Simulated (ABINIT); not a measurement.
# Beyond one shot: RbBH4 (F-43m)

Aim: iterate the self-energy on RbBH4 (F-43m) and follow the gap from cycle to cycle.

Main program and level: ABINIT 10.8.3; PBEsol and many-body steps on it, plane waves.

Report form: the programs' logs are mostly left out.

### 1. Starting point

It takes space group F-43m (No. 216, cubic). Conventional cell: a = 6.906 Å, b = 6.906 Å, c = 6.906 Å, α = 90.00°, β = 90.00°, γ = 90.00°. Nearest to Rb lie 12 H at 2.92 Å and 6 B at 3.45 Å. Nearest to B lie 4 H at 1.23 Å and 6 Rb at 3.45 Å. H has 1 B at 1.23 Å and 6 H at 2.00 to 2.88 Å and 3 Rb at 2.92 Å nearest. Farther neighbours are not listed.

As a file:

```cif
data_structure
_symmetry_space_group_name_H-M 'P 1'
_symmetry_Int_Tables_number 1
_cell_length_a 4.8836
_cell_length_b 4.8836
_cell_length_c 4.8836
_cell_angle_alpha 60.000
_cell_angle_beta 60.000
_cell_angle_gamma 60.000
_cell_volume 82.36
loop_
_atom_site_label
_atom_site_type_symbol
_atom_site_fract_x
_atom_site_fract_y
_atom_site_fract_z
_atom_site_occupancy
Rb1 Rb 0.00000 0.00000 0.00000 1
B2 B 0.50000 0.50000 0.50000 1
H3 H 0.60242 0.60242 0.60242 1
H4 H 0.19275 0.60242 0.60242 1
H5 H 0.60242 0.60242 0.19275 1
H6 H 0.60242 0.19275 0.60242 1
```

The cell and positions are those that the Materials Project relaxed with its own functionals (PBE, PBE+U or r2SCAN), kept fixed.

### 2. Empty states on the mesh, 2×2×2 mesh, 68 bands

This step: ABINIT 10.8.3; DFT, PBEsol, plane waves, norm-conserving pseudopotentials.

The sums over transitions need many empty states on a uniform mesh; this step solves for them.

The input, run.abi:

```
acell 3*1.0 Angstrom
rprim 
  -0.000000000000 3.453240220000 3.453240220000
  3.453240220000 -0.000000000000 3.453240220000
  3.453240220000 3.453240220000 -0.000000000000
ntypat 3
znucl 37 5 1
natom 6
typat 1 2 3 3 3 3
xred 
  0.000000000000 0.000000000000 0.000000000000
  0.500000000000 0.500000000000 0.500000000000
  0.602415200000 0.602415200000 0.602415200000
  0.192754400000 0.602415200000 0.602415200000
  0.602415200000 0.602415200000 0.192754400000
  0.602415200000 0.192754400000 0.602415200000
pp_dirpath "pseudos"
pseudos "Rb.upf, B.upf, H.upf"
ecut 34
ngkpt 2 2 2
nshiftk 1
shiftk 0 0 0
kptopt 1
chksymbreak 0
iscf -2
irdden 1
istwfk *1
nband 68
nbdbuf 6
tolwfr 1e-09
nstep 60
prtvol 0
indata_prefix "in"
outdata_prefix "out"
tmpdata_prefix "tmp"
```

Launch:

```
> OMP_NUM_THREADS=1 mpirun -n 4 abinit run.abi > log
```

Wall time 16 s (4 MPI ranks of Arm Neoverse V1, shared host); peak memory 0.3 GiB.

This step gave:

| Item | Value |
| --- | --- |
| gap | 5.909 eV |
| k of the valence top | 0, 0, 0 |
| k of the conduction bottom | 0.5, 0.5, 0 |
| least direct gap | 6.018 eV |
| k points computed | 3 |
| lowest point of the top converged band, above the valence top | 41.27 eV |

On this mesh the gap is 5.909 eV.

The density comes from a self-consistent run that is not shown.

### 3. Screening, 2×2×2 mesh, 62 bands, screening to 106.1 eV

The RPA dielectric matrix is built and inverted for each q.

This step: RPA screening on PBEsol, plane waves, norm-conserving pseudopotentials.

run.abi: that of step 2 with these lines changed.

```diff
@@ -24,10 +24,11 @@
 chksymbreak 0
-iscf -2
-irdden 1
 istwfk *1
-nband 68
-nbdbuf 6
-tolwfr 1e-09
-nstep 60
-prtvol 0
+occopt 1
+irdwfk 1
+optdriver 3
+nband 62
+ecuteps 3.9
+inclvkb 2
+awtr 1
+symchi 1
 indata_prefix "in"
```

Elapsed: 4.7 s, on 4 MPI ranks; peak memory 0.51 GiB; 18 s of CPU time.

This step gave:

| Item | Value |
| --- | --- |
| ε∞ with local fields, on this mesh, along the program's q direction | 2.329 |
| the same without local fields | 2.681 |
| plasma frequency | 16.37 eV |
| plane waves in the screening matrix | 181 |

Local fields lower ε∞ by 13 %. On a Γ-centred mesh this coarse the value itself is usually too large, while a short band sum pulls it down.

### 4. G0W0

The self-energy is evaluated for the states that the input lists, and the levels follow from it, in one-shot runs by the linearised quasiparticle equation.

This step: G0W0 on PBEsol, plane waves, norm-conserving pseudopotentials.

run.abi: that of step 3 with these lines changed.

```diff
@@ -27,8 +27,17 @@
 irdwfk 1
-optdriver 3
+optdriver 4
 nband 62
+gwcalctyp 0
+ecutsigx 34
+symsigma 1
+nkptgw 2
+kptgw 
+  0.0000000000 0.0000000000 0.0000000000
+  0.5000000000 0.5000000000 0.0000000000
+bdgw 
+  6 12
+  7 10
 ecuteps 3.9
-inclvkb 2
-awtr 1
-symchi 1
+irdscr 1
+ppmodel 1
 indata_prefix "in"
```

Run time: 4.5 s. Hardware: 4 MPI ranks; peak memory 0.58 GiB; 18 s of CPU time.

This step gave:

```yaml
g0w0_gap_on_the_points_computed: 8.595 eV
starting_gap_on_the_mesh: 5.909 eV
k_of_the_valence_top: 0, 0, 0
k_of_the_conduction_bottom: 0.5, 0.5, 0
z_at_the_valence_top: 0.822
z_at_the_conduction_bottom: 0.875
least_direct_g0w0_gap_on_the_computed_points: 8.707 eV
```

The gap on the mesh goes from 5.91 eV to 8.59 eV, a correction of +2.69 eV.

### 5. evGW0, cycle 1

This step: evGW0 on PBEsol, plane waves, norm-conserving pseudopotentials.

run.abi: that of step 4 with these lines changed.

```diff
@@ -29,12 +29,14 @@
 nband 62
-gwcalctyp 0
+gwcalctyp 10
 ecutsigx 34
 symsigma 1
-nkptgw 2
+nkptgw 3
 kptgw 
   0.0000000000 0.0000000000 0.0000000000
+  0.5000000000 0.0000000000 0.0000000000
   0.5000000000 0.5000000000 0.0000000000
 bdgw 
-  6 12
-  7 10
+  1 12
+  1 12
+  1 12
 ecuteps 3.9
```

Wall time 8.6 s (4 MPI ranks); peak memory 0.78 GiB; 34 s of CPU time.

This step gave:

```yaml
quasiparticle_gap_on_the_points_computed: 9.081 eV
gap_of_the_density_functional_on_the_mesh: 5.909 eV
k_of_the_valence_top: 0, 0, 0
k_of_the_conduction_bottom: 0.5, 0.5, 0
z_at_the_valence_top: 0.822
z_at_the_conduction_bottom: 0.875
least_direct_quasiparticle_gap_on_the_computed_points: 9.191 eV
```

Against G0W0 in ABINIT (2×2×2 mesh, 62 bands, screening to 106.1 eV, Godby-Needs plasmon pole), the gap moves by +0.486 eV. This first cycle still uses the starting levels; it takes the full correction, at all points of the mesh, and its linearised value is 8.595 eV.

### 6. evGW0, cycle 2

The corrected levels of the last cycle go back in.

run.abi: that of step 5 with these lines changed.

```diff
@@ -44,2 +44,3 @@
 ppmodel 1
+irdqps 1
 indata_prefix "in"
```

It took 8.6 s on 4 MPI ranks; peak memory 0.78 GiB; 34 s of CPU time.

Numbers from this step:

- quasiparticle gap on the points computed: 8.932 eV
- gap of the density functional on the mesh: 5.909 eV
- k of the valence top: 0, 0, 0
- k of the conduction bottom: 0.5, 0.5, 0
- least direct quasiparticle gap on the computed points: 9.04 eV

Against the cycle before, the gap moves by −0.149 eV.

### 7. evGW0, cycle 3

run.abi is that of step 6.

It took 8.4 s on 4 MPI ranks; peak memory 0.78 GiB; 33 s of CPU time.

Numbers from this step:

```
quasiparticle gap on the points computed              : 8.935 eV
gap of the density functional on the mesh             : 5.909 eV
k of the valence top                                  : 0, 0, 0
k of the conduction bottom                            : 0.5, 0.5, 0
least direct quasiparticle gap on the computed points : 9.044 eV
```

Against the cycle before, the gap moves by +0.003 eV.

### 8. Screening, 2×2×2 mesh, 62 bands, screening to 106.1 eV

This step: RPA screening on PBEsol, plane waves, norm-conserving pseudopotentials.

run.abi: that of step 7 with these lines changed.

```diff
@@ -27,20 +27,13 @@
 irdwfk 1
-optdriver 4
+optdriver 3
 nband 62
+ecuteps 3.9
+inclvkb 2
+awtr 1
+symchi 1
 gwcalctyp 10
-ecutsigx 34
-symsigma 1
-nkptgw 3
-kptgw 
-  0.0000000000 0.0000000000 0.0000000000
-  0.5000000000 0.0000000000 0.0000000000
-  0.5000000000 0.5000000000 0.0000000000
-bdgw 
-  1 12
-  1 12
-  1 12
-ecuteps 3.9
-irdscr 1
-ppmodel 1
-irdqps 1
+mbpt_sciss 3.034 eV
+nqptdm 1
+qptdm 
+  0 0 0
 indata_prefix "in"
```

Elapsed: 3.8 s, on 4 MPI ranks; peak memory 0.51 GiB.

This step gave:

* ε∞ with local fields, on this mesh, along the program's q direction: 2.042
* the same without local fields: 2.282
* plasma frequency: 16.37 eV
* plane waves in the screening matrix: 181

This screening uses the functional's bands under a rigid shift, the mean opening of the cycle before.

### 9. Screening, 2×2×2 mesh, 62 bands, screening to 106.1 eV

This step: RPA screening on PBEsol from quasiparticle energies, plane waves, norm-conserving pseudopotentials.

run.abi: that of step 8 with these lines changed.

```diff
@@ -33,7 +33,8 @@
 symchi 1
+irdqps 1
 gwcalctyp 10
-mbpt_sciss 3.034 eV
-nqptdm 1
+nqptdm 2
 qptdm 
-  0 0 0
+  0.5000000000 0.0000000000 0.0000000000
+  0.5000000000 0.5000000000 0.0000000000
 indata_prefix "in"
```

The input, mrgscr.stdin:

```
2
merged
q0_SCR
out_SCR
1
```

Launch:

```
> OMP_NUM_THREADS=1 mpirun -n 4 abinit run.abi > log; mrgscr < mrgscr.stdin
```

Run time: 3.5 s. Hardware: 4 MPI ranks; peak memory 0.48 GiB.

This step gave:

| Item | Value |
| --- | --- |
| plasma frequency | 16.37 eV |
| plane waves in the screening matrix | 181 |

This screening reads the quasiparticle levels of the cycle before.

### 10. evGW, cycle 1

This step: evGW on PBEsol, plane waves, norm-conserving pseudopotentials.

run.abi: that of step 9 with these lines changed.

```diff
@@ -27,14 +27,20 @@
 irdwfk 1
-optdriver 3
+optdriver 4
 nband 62
-ecuteps 3.9
-inclvkb 2
-awtr 1
-symchi 1
-irdqps 1
 gwcalctyp 10
-nqptdm 2
-qptdm 
+ecutsigx 34
+symsigma 1
+nkptgw 3
+kptgw 
+  0.0000000000 0.0000000000 0.0000000000
   0.5000000000 0.0000000000 0.0000000000
   0.5000000000 0.5000000000 0.0000000000
+bdgw 
+  1 12
+  1 12
+  1 12
+ecuteps 3.9
+irdscr 1
+ppmodel 1
+irdqps 1
 indata_prefix "in"
```

Launch:

```
> OMP_NUM_THREADS=1 mpirun -n 4 abinit run.abi > log
```

Run time: 8.3 s. Hardware: 4 MPI ranks; peak memory 0.78 GiB.

This step gave:

```
quasiparticle gap on the points computed              : 9.45 eV
gap of the density functional on the mesh             : 5.909 eV
k of the valence top                                  : 0, 0, 0
k of the conduction bottom                            : 0.5, 0.5, 0
least direct quasiparticle gap on the computed points : 9.555 eV
```

Against G0W0 in ABINIT (2×2×2 mesh, 62 bands, screening to 106.1 eV, Godby-Needs plasmon pole), the gap moves by +0.855 eV.

### 11. Screening, 2×2×2 mesh, 62 bands, screening to 106.1 eV

This step: RPA screening on PBEsol, plane waves, norm-conserving pseudopotentials.

run.abi: that of step 10 with these lines changed.

```diff
@@ -27,20 +27,13 @@
 irdwfk 1
-optdriver 4
+optdriver 3
 nband 62
+ecuteps 3.9
+inclvkb 2
+awtr 1
+symchi 1
 gwcalctyp 10
-ecutsigx 34
-symsigma 1
-nkptgw 3
-kptgw 
-  0.0000000000 0.0000000000 0.0000000000
-  0.5000000000 0.0000000000 0.0000000000
-  0.5000000000 0.5000000000 0.0000000000
-bdgw 
-  1 12
-  1 12
-  1 12
-ecuteps 3.9
-irdscr 1
-ppmodel 1
-irdqps 1
+mbpt_sciss 3.554 eV
+nqptdm 1
+qptdm 
+  0 0 0
 indata_prefix "in"
```

The job ended after 3.8 s (4 MPI ranks; peak memory 0.51 GiB).

This step gave:

- ε∞ with local fields, on this mesh, along the program's q direction: 2.006
- the same without local fields: 2.233
- plasma frequency: 16.37 eV
- plane waves in the screening matrix: 181

This screening uses the functional's bands under a rigid shift, the mean opening of the cycle before.

### 12. Screening, 2×2×2 mesh, 62 bands, screening to 106.1 eV

This step: RPA screening on PBEsol from quasiparticle energies, plane waves, norm-conserving pseudopotentials.

run.abi: that of step 11 with these lines changed.

```diff
@@ -33,7 +33,8 @@
 symchi 1
+irdqps 1
 gwcalctyp 10
-mbpt_sciss 3.554 eV
-nqptdm 1
+nqptdm 2
 qptdm 
-  0 0 0
+  0.5000000000 0.0000000000 0.0000000000
+  0.5000000000 0.5000000000 0.0000000000
 indata_prefix "in"
```

mrgscr.stdin is that of step 9.

Launch:

```
> OMP_NUM_THREADS=1 mpirun -n 4 abinit run.abi > log; mrgscr < mrgscr.stdin
```

Elapsed: 3.5 s, on 4 MPI ranks; peak memory 0.49 GiB.

Numbers from this step:

- plasma frequency: 16.37 eV
- plane waves in the screening matrix: 181

This screening reads the quasiparticle levels of the cycle before.

### 13. evGW, cycle 2

This step: evGW on PBEsol, plane waves, norm-conserving pseudopotentials.

run.abi: that of step 12 with these lines changed.

```diff
@@ -27,14 +27,20 @@
 irdwfk 1
-optdriver 3
+optdriver 4
 nband 62
-ecuteps 3.9
-inclvkb 2
-awtr 1
-symchi 1
-irdqps 1
 gwcalctyp 10
-nqptdm 2
-qptdm 
+ecutsigx 34
+symsigma 1
+nkptgw 3
+kptgw 
+  0.0000000000 0.0000000000 0.0000000000
   0.5000000000 0.0000000000 0.0000000000
   0.5000000000 0.5000000000 0.0000000000
+bdgw 
+  1 12
+  1 12
+  1 12
+ecuteps 3.9
+irdscr 1
+ppmodel 1
+irdqps 1
 indata_prefix "in"
```

Launch:

```
> OMP_NUM_THREADS=1 mpirun -n 4 abinit run.abi > log
```

Run time: 8.4 s. Hardware: 4 MPI ranks; peak memory 0.78 GiB.

Numbers from this step:

* quasiparticle gap on the points computed: 9.505 eV
* gap of the density functional on the mesh: 5.909 eV
* k of the valence top: 0, 0, 0
* k of the conduction bottom: 0.5, 0.5, 0
* least direct quasiparticle gap on the computed points: 9.611 eV

Against the cycle before, the gap moves by +0.055 eV.

### 14. Screening, 2×2×2 mesh, 62 bands, screening to 106.1 eV

This step: RPA screening on PBEsol, plane waves, norm-conserving pseudopotentials.

run.abi: that of step 13 with these lines changed.

```diff
@@ -27,20 +27,13 @@
 irdwfk 1
-optdriver 4
+optdriver 3
 nband 62
+ecuteps 3.9
+inclvkb 2
+awtr 1
+symchi 1
 gwcalctyp 10
-ecutsigx 34
-symsigma 1
-nkptgw 3
-kptgw 
-  0.0000000000 0.0000000000 0.0000000000
-  0.5000000000 0.0000000000 0.0000000000
-  0.5000000000 0.5000000000 0.0000000000
-bdgw 
-  1 12
-  1 12
-  1 12
-ecuteps 3.9
-irdscr 1
-ppmodel 1
-irdqps 1
+mbpt_sciss 3.608 eV
+nqptdm 1
+qptdm 
+  0 0 0
 indata_prefix "in"
```

It took 3.9 s on 4 MPI ranks; peak memory 0.51 GiB; 15 s of CPU time.

Numbers from this step:

```yaml
eps_infinity_with_local_fields_on_this_mesh_along_the_program_s_q_direction: 2.002
the_same_without_local_fields: 2.229
plasma_frequency: 16.37 eV
plane_waves_in_the_screening_matrix: 181
```

This screening uses the functional's bands under a rigid shift, the mean opening of the cycle before.

### 15. Screening, 2×2×2 mesh, 62 bands, screening to 106.1 eV

This step: RPA screening on PBEsol from quasiparticle energies, plane waves, norm-conserving pseudopotentials.

run.abi: that of step 14 with these lines changed.

```diff
@@ -33,7 +33,8 @@
 symchi 1
+irdqps 1
 gwcalctyp 10
-mbpt_sciss 3.608 eV
-nqptdm 1
+nqptdm 2
 qptdm 
-  0 0 0
+  0.5000000000 0.0000000000 0.0000000000
+  0.5000000000 0.5000000000 0.0000000000
 indata_prefix "in"
```

mrgscr.stdin is that of step 12.

Launch:

```
> OMP_NUM_THREADS=1 mpirun -n 4 abinit run.abi > log; mrgscr < mrgscr.stdin
```

The job ended after 3.5 s (4 MPI ranks; peak memory 0.49 GiB; 14 s of CPU time).

This step gave:

- plasma frequency: 16.37 eV
- plane waves in the screening matrix: 181

This screening reads the quasiparticle levels of the cycle before.

### 16. evGW, cycle 3

This step: evGW on PBEsol, plane waves, norm-conserving pseudopotentials.

run.abi: that of step 15 with these lines changed.

```diff
@@ -27,14 +27,20 @@
 irdwfk 1
-optdriver 3
+optdriver 4
 nband 62
-ecuteps 3.9
-inclvkb 2
-awtr 1
-symchi 1
-irdqps 1
 gwcalctyp 10
-nqptdm 2
-qptdm 
+ecutsigx 34
+symsigma 1
+nkptgw 3
+kptgw 
+  0.0000000000 0.0000000000 0.0000000000
   0.5000000000 0.0000000000 0.0000000000
   0.5000000000 0.5000000000 0.0000000000
+bdgw 
+  1 12
+  1 12
+  1 12
+ecuteps 3.9
+irdscr 1
+ppmodel 1
+irdqps 1
 indata_prefix "in"
```

Launch:

```
> OMP_NUM_THREADS=1 mpirun -n 4 abinit run.abi > log
```

Wall time 8.3 s (4 MPI ranks); peak memory 0.78 GiB.

This step gave:

```
quasiparticle gap on the points computed              : 9.511 eV
gap of the density functional on the mesh             : 5.909 eV
k of the valence top                                  : 0, 0, 0
k of the conduction bottom                            : 0.5, 0.5, 0
least direct quasiparticle gap on the computed points : 9.617 eV
```

Against the cycle before, the gap moves by +0.006 eV.

### 17. The runs together

Times are wall times on 4 MPI ranks of Arm Neoverse V1, shared host, good to a factor of about two. A run's time includes the screening step that it read.

```tsv
run	mesh	bands	screening cutoff (eV)	DFT gap (eV)	gap on the mesh (eV)	direct (eV)	ε∞ used	time
G0W0	2×2×2	62	106.1	5.909	8.595	8.707	2.33	9.2 s
evGW0, cycle 1	2×2×2	62	106.1	5.909	9.081	9.191	2.33	13 s
evGW0, cycle 2	2×2×2	62	106.1	5.909	8.932	9.040	2.33	13 s
evGW0, cycle 3	2×2×2	62	106.1	5.909	8.935	9.044	2.33	13 s
evGW, cycle 1	2×2×2	62	106.1	5.909	9.450	9.555	2.04	16 s
evGW, cycle 2	2×2×2	62	106.1	5.909	9.505	9.611	2.01	16 s
evGW, cycle 3	2×2×2	62	106.1	5.909	9.511	9.617	2.00	16 s
```

### 18. Results

| Property | Result |
| --- | --- |
| G0W0 | 8.595 eV |
| evGW0, cycle 1 | 9.081 eV |
| evGW0, cycle 2 | 8.932 eV |
| evGW0, cycle 3 | 8.935 eV |
| evGW, cycle 1 | 9.450 eV |
| evGW, cycle 2 | 9.505 eV |
| evGW, cycle 3 | 9.511 eV |
| known limits | not at the basis limit; no spin-orbit coupling; coarse k mesh |

**Reading.** Only the bands that the input lists are updated; the others, empty or deep, keep the functional's energies or take a rigid shift. The evGW loop starts from the last levels of evGW0, so its cycles and time come on top of those. evGW0 ends at 8.93 eV, +0.34 eV from G0W0, after 3 cycles that took 25 s beside the first screening; the last moved the gap by 0.003 eV. evGW ends at 9.51 eV, +0.92 eV from G0W0, after 3 cycles that took 47 s beside the first screening; the last moved the gap by 0.006 eV. The first cycle of evGW0 takes the full correction, without the factor Z, so it overshoots the one-shot value. Bands and cutoff are finite, so the gap is not at the basis limit. The miss can reach some tenths of an eV and take either sign; the mesh is an error of its own. In the G0W0 runs levels were corrected at 2 k points alone, so a gap called «on the mesh» is the least over those, and an edge elsewhere would be missed. The 2×2×2 mesh is coarse for this cell, which bears on the long-range parts of exchange and screening. In the updated screening the q = 0 part is built from Kohn-Sham bands under a rigid shift, the other q from the quasiparticle levels. The many-body steps are scalar-relativistic: spin-orbit coupling is not in them.

[Paths, hosts, dates, memory and timing lines, banners, echoed tables and standing remarks are left out of the program output.]

[Logs are printed without paths, hosts, clocks, repeated set-up lines and the standing remarks that a program may print on its own settings, such as how far it seeks lower states.]

[Runs of the session that timed out or met a known fault of the program may be left out.]

[Hosts, paths, dates, database ids (printed as entryN), source tags and the programs' standing remarks are cut or masked in the printed files.]

[G0W0 gaps are taken among the corrected bands and points alone; a level outside them can change the order at an edge.]

[Where Ansatz stands beside ABINIT at settings called matched, ABINIT's density can come from a denser mesh and the files from another edition; pairs whose starting gaps differed by over 0.03 eV were left out, so agreement reads better than it is.]
